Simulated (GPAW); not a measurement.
Consider LiTi3O4 (Cmmm).

```xyz
8
Lattice="3.0379 -4.1698 0.0000 3.0379 4.1698 0.0000 0.0000 0.0000 2.9639" Properties=species:S:1:pos:R:3 pbc="T T T"
Ti    1.5190    2.0849    0.0000
Ti    1.5190   -2.0849    0.0000
Ti    0.0000    0.0000    1.4819
O     3.0379   -1.9944    1.4819
O     1.5521    0.0000    0.0000
O     3.0379    1.9944    1.4819
O     4.5237    0.0000    0.0000
Li    3.0379    0.0000    1.4819
```

Absorber: atom 4, with 1 Li at 1.99 Å, 4 Ti at 2.12 Å and 1 Ti at 2.18 Å (distorted octahedral, site symmetry m2m). Method: GPAW, LDA, excited-electron core hole (neutral cell), 16-atom cell with 5.9 Å between holes, 5×5×5 k points, dipole transitions, Gaussian full width 0.9 eV up to 4 eV, rising linearly to 3.5 eV at 25 eV.

Question: Predict the near-edge structure at the O K edge.

Main maxima up to 24 eV above the zero (height): 0.8 eV (2.12), 2.9 eV (1.67), 10.3 eV (1.97) and 16.1 eV (0.62). A K edge sees empty p states; the first features are O p mixed into the empty d states of the Ti neighbours, and the broad ones above probably into the cations' higher empty bands. The total-energy difference is 536.16 eV. One term is added: -8.83 eV, since the hole is spin-paired here and a spin-polarised one costs that much less in the free atom (computed apart). The photon energy is then 527.33 eV. The functional leaves an error in such absolute values: in the free atom LDA prices this hole 4.1 eV below PBE (computed apart), and PBE is itself good to a few eV.

The O K spectrum (energy from the lowest empty level; intensity scaled to a mean of 1 over the first 20 eV; polarised curves are means over the symmetry-equivalent atoms):

| E (eV) | isotropic | ε ∥ x | ε ∥ y | ε ∥ z |
| --- | --- | --- | --- | --- |
| -2.00 | 0.00 | 0.00 | 0.00 | 0.00 |
| -1.25 | 0.00 | 0.00 | 0.00 | 0.00 |
| -0.50 | 0.18 | 0.13 | 0.33 | 0.08 |
| 0.25 | 1.51 | 1.31 | 2.26 | 0.96 |
| 1.00 | 2.04 | 1.99 | 1.66 | 2.46 |
| 1.75 | 1.51 | 1.74 | 1.01 | 1.77 |
| 2.50 | 1.59 | 1.94 | 0.99 | 1.83 |
| 3.25 | 1.54 | 2.27 | 0.31 | 2.05 |
| 4.00 | 0.71 | 0.87 | 0.39 | 0.86 |
| 4.75 | 0.62 | 0.59 | 0.61 | 0.65 |
| 5.50 | 0.69 | 0.79 | 0.52 | 0.75 |
| 6.25 | 0.92 | 1.10 | 0.78 | 0.89 |
| 7.00 | 1.12 | 1.21 | 1.19 | 0.98 |
| 7.75 | 1.38 | 1.23 | 1.69 | 1.23 |
| 8.50 | 1.47 | 1.27 | 1.90 | 1.24 |
| 9.25 | 1.52 | 1.32 | 2.03 | 1.19 |
| 10.00 | 1.90 | 1.67 | 2.36 | 1.68 |
| 10.75 | 1.81 | 1.53 | 2.12 | 1.79 |
| 11.50 | 1.16 | 0.99 | 1.33 | 1.18 |
| 12.25 | 0.70 | 0.62 | 0.75 | 0.73 |
| 13.00 | 0.49 | 0.42 | 0.49 | 0.57 |
| 13.75 | 0.42 | 0.32 | 0.44 | 0.51 |
| 14.50 | 0.45 | 0.32 | 0.47 | 0.57 |
| 15.25 | 0.56 | 0.45 | 0.53 | 0.69 |
| 16.00 | 0.62 | 0.61 | 0.54 | 0.70 |
| 16.75 | 0.58 | 0.68 | 0.47 | 0.59 |
| 17.50 | 0.49 | 0.63 | 0.37 | 0.46 |
| 18.25 | 0.40 | 0.51 | 0.30 | 0.39 |
| 19.00 | 0.35 | 0.43 | 0.27 | 0.36 |
| 19.75 | 0.35 | 0.40 | 0.29 | 0.35 |
| 20.50 | 0.37 | 0.40 | 0.34 | 0.36 |
| 21.25 | 0.41 | 0.43 | 0.41 | 0.39 |
| 22.00 | 0.46 | 0.48 | 0.49 | 0.42 |
| 22.75 | 0.53 | 0.55 | 0.58 | 0.47 |
| 23.50 | 0.63 | 0.69 | 0.67 | 0.53 |
| 24.25 | 0.78 | 0.90 | 0.82 | 0.63 |
| 25.00 | 1.00 | 1.18 | 1.02 | 0.78 |
| 25.75 | 1.26 | 1.49 | 1.28 | 1.01 |
| 26.50 | 1.53 | 1.75 | 1.52 | 1.30 |
| 27.25 | 1.74 | 1.88 | 1.70 | 1.64 |
| 28.00 | 1.84 | 1.84 | 1.75 | 1.94 |
| 28.75 | 1.80 | 1.66 | 1.65 | 2.09 |
| 29.50 | 1.61 | 1.42 | 1.42 | 1.99 |
| 30.25 | 1.32 | 1.16 | 1.12 | 1.69 |
| 31.00 | 1.02 | 0.92 | 0.82 | 1.31 |
| 31.75 | 0.77 | 0.72 | 0.60 | 0.98 |

The primitive cell holds an odd number of electrons, so a spin-paired run has to come out metallic; that is right for a metal, but some such compounds are magnetic or distorted insulators. The crystal has 2 inequivalent O sites and not all are shown here, while a measurement adds them all. The holes are only 5.9 Å apart, so the shape is probably not converged with cell size; no larger cell was run here. The mesh is coarse (0.30 Å⁻¹ between points), so small maxima may be mesh ripples. The structure is a computed Materials Project entry and may be a hypothetical form.

[Banner, clock and machine lines of the logs are left out without a mark of their own.]

[Logs are printed without paths, hosts, clocks, repeated set-up lines and the standing remarks that a program may print on its own settings, such as how far it seeks lower states.]

[Hosts, paths, dates, database ids (printed as entryN), source tags and the programs' standing remarks are cut or masked in the printed files.]

[Lists of maxima count a maximum above −3 eV only where it reaches 4 % of the highest in the window and stands out from its surroundings by 2 % of it (1.5 % where it reaches 55 %); shoulders and weaker maxima are passed over, and of the rest the first, up to two pre-edge ones and the few strongest are named.]
